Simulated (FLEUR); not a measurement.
# E(M) of MnSe, part 2 of 2

Aim: the energy of MnSe as a function of its total spin moment.

FLEUR MaX-R8.1; LDA (VWN); all-electron FLAPW, Dirac cores, scalar-relativistic bands.

So far, magnetization (μB): step 2 (the free run) 4.89.

The database entry behind the starting cell is an old determination (1938), so it need not match the best structure at ambient conditions.

## Step 4: Moment fixed at 4.403 μB

Two Fermi energies hold the total moment; the run starts from the free run's density.

Contents of inp.xml:

```
<?xml version="1.0" encoding="UTF-8" standalone="no"?>
<fleurInput fleurInputVersion="0.39">
   <comment>
      MnSe
   </comment>
   <calculationSetup>
      <cutoffs Kmax="3.6" Gmax="10.8" GmaxXC="10.8" numbands="0"/>
      <scfLoop itmax="130" minDistance="0.00002" maxIterBroyd="15" imix="Anderson" alpha="0.05" precondParam="0.0" spinf="2.0" sdNocoIR="T"/>
      <coreElectrons ctail="T" frcor="F" kcrel="0" coretail_lmax="0"/>
      <xcFunctional name="vwn" relativisticCorrections="F"/>
      <magnetism jspins="2" fixed_moment="4.403"/>
      <soc l_soc="F" theta="0.0" phi="0.0" spav="F"/>
      <expertModes spex="0" secvar="F"/>
      <geometryOptimization l_f="F" forcealpha="1.0" forcemix="BFGS" epsdisp="0.00001" epsforce="0.00001"/>
      <ldaU l_linMix="F" mixParam="0.05" spinf="1.0"/>
   </calculationSetup>
   <cell>
      <bzIntegration valenceElectrons="31.0" mode="hist" fermiSmearingEnergy="0.00110248">
         <kPointListSelection listName="default-1"/>
         <xi:include xmlns:xi="http://www.w3.org/2001/XInclude" href="kpts.xml"> </xi:include>
      </bzIntegration>
      <xi:include xmlns:xi="http://www.w3.org/2001/XInclude" href="sym.xml"> </xi:include>
      <bulkLattice scale="1.0">
         <bravaisMatrix>
            <row-1>    0.0000000000000000     5.4991030225859996     5.4991030225859996</row-1>
            <row-2>    5.4991030225859996     0.0000000000000000     5.4991030225859996</row-2>
            <row-3>    5.4991030225859996     5.4991030225859996     0.0000000000000000</row-3>
         </bravaisMatrix>
      </bulkLattice>
   </cell>
   <atomSpecies>
      <species name="Manganese 4.500" element="Mn" atomicNumber="25">
         <mtSphere radius="2.32" gridPoints="767" logIncrement="0.016"/>
         <atomicCutoffs lmax="8" lnonsphr="6"/>
         <electronConfig flipSpins="F">
            <coreConfig>(1s1/2) (2s1/2) (2p1/2) (2p3/2)</coreConfig>
            <valenceConfig>(3s1/2) (3p1/2) (3p3/2) (4s1/2) (3d3/2) (3d5/2)</valenceConfig>
            <stateOccupation state="(3d3/2)" spinUp="1.75" spinDown="0.25"/>
            <stateOccupation state="(3d5/2)" spinUp="3.0" spinDown="0.0"/>
         </electronConfig>
         <energyParameters s="4" p="4" d="3" f="4"/>
         <lo type="SCLO" l="0" n="3" eDeriv="0"/>
         <lo type="SCLO" l="1" n="3" eDeriv="0"/>
      </species>
      <species name="Selenium (Se)" element="Se" atomicNumber="34">
         <mtSphere radius="2.32" gridPoints="767" logIncrement="0.016"/>
         <atomicCutoffs lmax="8" lnonsphr="6"/>
         <electronConfig flipSpins="F">
            <coreConfig>(1s1/2) (2s1/2) (2p1/2) (2p3/2) (3s1/2) (3p1/2) (3p3/2)</coreConfig>
            <valenceConfig>(4s1/2) (3d3/2) (3d5/2) (4p1/2) (4p3/2)</valenceConfig>
            <stateOccupation state="(4p1/2)" spinUp="0.666667" spinDown="0.666667"/>
            <stateOccupation state="(4p3/2)" spinUp="1.333333" spinDown="1.333333"/>
         </electronConfig>
         <energyParameters s="4" p="4" d="3" f="4"/>
      </species>
   </atomSpecies>
   <atomGroups>
      <atomGroup species="Manganese 4.500">
         <relPos label="                   1">.0000000000 .0000000000 .0000000000</relPos>
         <force calculate="T" relaxXYZ="TTT"/>
      </atomGroup>
      <atomGroup species="Selenium (Se)">
         <relPos label="                   2">1.000/4.000 1.000/4.000 1.000/4.000</relPos>
         <force calculate="T" relaxXYZ="TTT"/>
      </atomGroup>
   </atomGroups>
   <output dos="F" band="F" slice="F">
      <bandDOS minEnergy="-.5*Htr" maxEnergy="0.5*Htr" sigma="0.015" storeEVData="T"/>
      <plotting iplot="0" polar="F">
         <plot TwoD="T" vec1="  1.0  0.0  0.0" vec2="  0.0  1.0  0.0" vec3="  0.0  0.0  1.0" zero="  0.0  0.0  0.0" file="plot"/>
      </plotting>
      <moessbauerParams electricFieldGradient="F" isomerShift="F" coreHyperfine="F" valenceHyperfine="F"/>
   </output>
</fleurInput>
```

Command:

```
OMP_NUM_THREADS=1 mpirun -n 4 fleur_MPI > fleur.log
```

Output:

```text
[banner, memory and clock lines left out]
Welcome to FLEUR        (www.flapw.de)
      MaX-Release 8.1          (www.max-centre.eu)

 ========== k-point set info ==========
 Selected k-point list: default-1
 k-point list type: mesh
 6 x 6 x 6
 Number of k points: 16

 [... set-up left out ...]
 Iteration:     1   Distance:       4.62160248 me/bohr^3
 Iteration:     2   Distance:       4.42591517 me/bohr^3
 Iteration:     3   Distance:       2.34797531 me/bohr^3
 Iteration:     4   Distance:       0.49271067 me/bohr^3
 Iteration:     5   Distance:       0.35748440 me/bohr^3
 Iteration:     6   Distance:       0.10816942 me/bohr^3
 Iteration:     7   Distance:       0.06734545 me/bohr^3
 Iteration:     8   Distance:       0.05373220 me/bohr^3
 Iteration:     9   Distance:       0.00699133 me/bohr^3
 Iteration:    10   Distance:       0.00581653 me/bohr^3
 Iteration:    11   Distance:       0.00039141 me/bohr^3
 Iteration:    12   Distance:       0.00035338 me/bohr^3
 Iteration:    13   Distance:       0.00009920 me/bohr^3
 Iteration:    14   Distance:       0.00001553 me/bohr^3

 ********************************************************************
 Run finished successfully
 Stop message:
   all done
 ********************************************************************

--- out.xml (last complete iteration) ---
<iteration numberForCurrentRun="   14" overallNumber="   33">
         [... left out ...]
         <bandgap value="0.2371757334" units="eV"/>
         <sumValenceSingleParticleEnergies value="-15.7436651737" units="Htr"/>
         <bandgap value="0.1716437663" units="eV"/>
         <sumValenceSingleParticleEnergies value="-31.1599923091" units="Htr"/>
         <FermiEnergy value="0.1768413189" units="Htr"/>
         <FixedTotalMoment fermiEnergyUp="0.1506384703" fermiEnergyDown="0.1768413189" units="Htr"/>
         [... left out ...]
         <magneticMomentsInMTSpheres units="muBohr">
            <globalMagMoment atomType="1" vec="0.00000   0.00000   4.02835"/>
            <globalMagMoment atomType="2" vec="0.00000   0.00000   0.02045"/>
         </magneticMomentsInMTSpheres>
         [... left out ...]
         <totalEnergy value="    -3583.6289088140" units="Htr">
            <sumOfEigenvalues value="    -2081.2110649189">
               <coreElectrons value="-2050.0510726098"/>
               <valenceElectrons value="-31.1599923091"/>
            </sumOfEigenvalues>
         [... left out ...]
            <freeEnergy value="-3583.6291526053"/>
            <extrapolationTo0K value="-3583.6290307097"/>
         </totalEnergy>
         <densityConvergence units="me/bohr^3">
            <chargeDensity spin="1" distance="0.0000030436"/>
            <chargeDensity spin="2" distance="0.0000139831"/>
            <overallChargeDensity distance="0.0000155262"/>
            <spinDensity distance="0.0000129815"/>
         </densityConvergence>
      </iteration>
```

The job ended after 8.4 s (4 MPI ranks of Arm Neoverse V1, shared host; peak memory 0.18 GiB).

Read from the output:

```yaml
magnetization: 4.403 μB
```

Its energy lies +94.2 meV a cell from the free run's.

## Step 5: Moment fixed at 5.504 μB

Edit inp.xml of step 4 so:

```diff
@@ -10,3 +10,3 @@
       <xcFunctional name="vwn" relativisticCorrections="F"/>
-      <magnetism jspins="2" fixed_moment="4.403"/>
+      <magnetism jspins="2" fixed_moment="5.504"/>
       <soc l_soc="F" theta="0.0" phi="0.0" spav="F"/>
```

Output:

```text
[banner, memory and clock lines left out]
Welcome to FLEUR        (www.flapw.de)
      MaX-Release 8.1          (www.max-centre.eu)

 ========== k-point set info ==========
 Selected k-point list: default-1
 k-point list type: mesh
 6 x 6 x 6
 Number of k points: 16

 [... set-up left out ...]
 Iteration:     1   Distance:       2.84940758 me/bohr^3
 Iteration:     2   Distance:       2.71904771 me/bohr^3
 Iteration:     3   Distance:       0.80048690 me/bohr^3
 Iteration:     4   Distance:       0.19213612 me/bohr^3
 Iteration:     5   Distance:       0.16375513 me/bohr^3
[...]
<sumOfEigenvalues value="    -2081.1752650700">
               <coreElectrons value="-2049.9959116965"/>
               <valenceElectrons value="-31.1793533735"/>
            </sumOfEigenvalues>
         [... left out ...]
            <freeEnergy value="-3583.5818006780"/>
            <extrapolationTo0K value="-3583.5815273303"/>
         </totalEnergy>
         <densityConvergence units="me/bohr^3">
            <chargeDensity spin="1" distance="0.0000036568"/>
            <chargeDensity spin="2" distance="0.0000055151"/>
            <overallChargeDensity distance="0.0000065903"/>
            <spinDensity distance="0.0000066442"/>
         </densityConvergence>
      </iteration>
```

Wall time 8.4 s (4 MPI ranks); peak memory 0.19 GiB; 33 s of CPU time.

Read from the output:

```
magnetization : 5.504 μB
```

Its energy lies +1382.7 meV a cell from the free run's.

## Step 6: Moment fixed at 3.302 μB

Edit inp.xml of step 5 so:

```diff
@@ -10,3 +10,3 @@
       <xcFunctional name="vwn" relativisticCorrections="F"/>
-      <magnetism jspins="2" fixed_moment="5.504"/>
+      <magnetism jspins="2" fixed_moment="3.302"/>
       <soc l_soc="F" theta="0.0" phi="0.0" spav="F"/>
```

Output:

```text
[banner, memory and clock lines left out]
Welcome to FLEUR        (www.flapw.de)
      MaX-Release 8.1          (www.max-centre.eu)

 ========== k-point set info ==========
 Selected k-point list: default-1
 k-point list type: mesh
 6 x 6 x 6
 Number of k points: 16

 [... set-up left out ...]
 Iteration:     1   Distance:      15.35914395 me/bohr^3
 Iteration:     2   Distance:      14.87208195 me/bohr^3
 Iteration:     3   Distance:      11.26294308 me/bohr^3
 Iteration:     4   Distance:       2.00015602 me/bohr^3
 Iteration:     5   Distance:       1.38184427 me/bohr^3
[...]
<sumOfEigenvalues value="    -2081.4672372803">
               <coreElectrons value="-2050.2793058516"/>
               <valenceElectrons value="-31.1879314287"/>
            </sumOfEigenvalues>
         [... left out ...]
            <freeEnergy value="-3583.6097806899"/>
            <extrapolationTo0K value="-3583.6095166965"/>
         </totalEnergy>
         <densityConvergence units="me/bohr^3">
            <chargeDensity spin="1" distance="0.0000047689"/>
            <chargeDensity spin="2" distance="0.0000054143"/>
            <overallChargeDensity distance="0.0000097109"/>
            <spinDensity distance="0.0000031327"/>
         </densityConvergence>
      </iteration>
```

The job ended after 11 s (4 MPI ranks; peak memory 0.19 GiB).

This step gave:

```
magnetization : 3.302 μB
```

Its energy lies +621.3 meV a cell from the free run's.

## Step 7: E(M)

The other moments were run in the same way.

Table of energy over the lowest by total spin moment:

```
total spin moment (μB a cell)  energy over the lowest (meV a cell)
                         0.00                                 1674
                         1.10                                 1553
                         2.20                                 1175
                         3.30                                  621
                         4.40                                 94.2
                         4.89                                    0
                         5.50                                 1383
                         6.61                                 4963
```

Moment, largest sphere moment against total spin moment:

| total spin moment (μB a cell) | moment, largest sphere moment (μB) |
| --- | --- |
| 0.00 | 0 |
| 1.10 | 1.15 |
| 2.20 | 2.23 |
| 3.30 | 3.21 |
| 4.40 | 4.03 |
| 4.89 | 4.32 |
| 5.50 | 4.48 |
| 6.61 | 4.71 |

## Step 8: Summary of results

```yaml
moment_of_the_free_run: 4.89 μB a cell
moment_of_the_lowest_point: 4.89 μB a cell
energy_of_the_spinless_run: 1674 meV a cell over the lowest
```

What this shows: The lowest point lies 1674 meV a cell under the spinless run, in free energy at a smearing of 0.03 eV. The point at zero is the spinless run. Opposed orders, which also have no total moment, were not run.

[Logs and program files are shortened in this print: banners, set-up blocks, solver, clock and traceback lines can be left out without a mark of their own.]

[Logs are printed without paths, hosts, clocks, repeated set-up lines and the standing remarks that a program may print on its own settings, such as how far it seeks lower states.]

[Hosts, paths, dates, database ids (printed as entryN), source tags and the programs' standing remarks are cut or masked in the printed files.]

[Where a cell is said to come from a database of computed structures, the database is the Materials Project.]
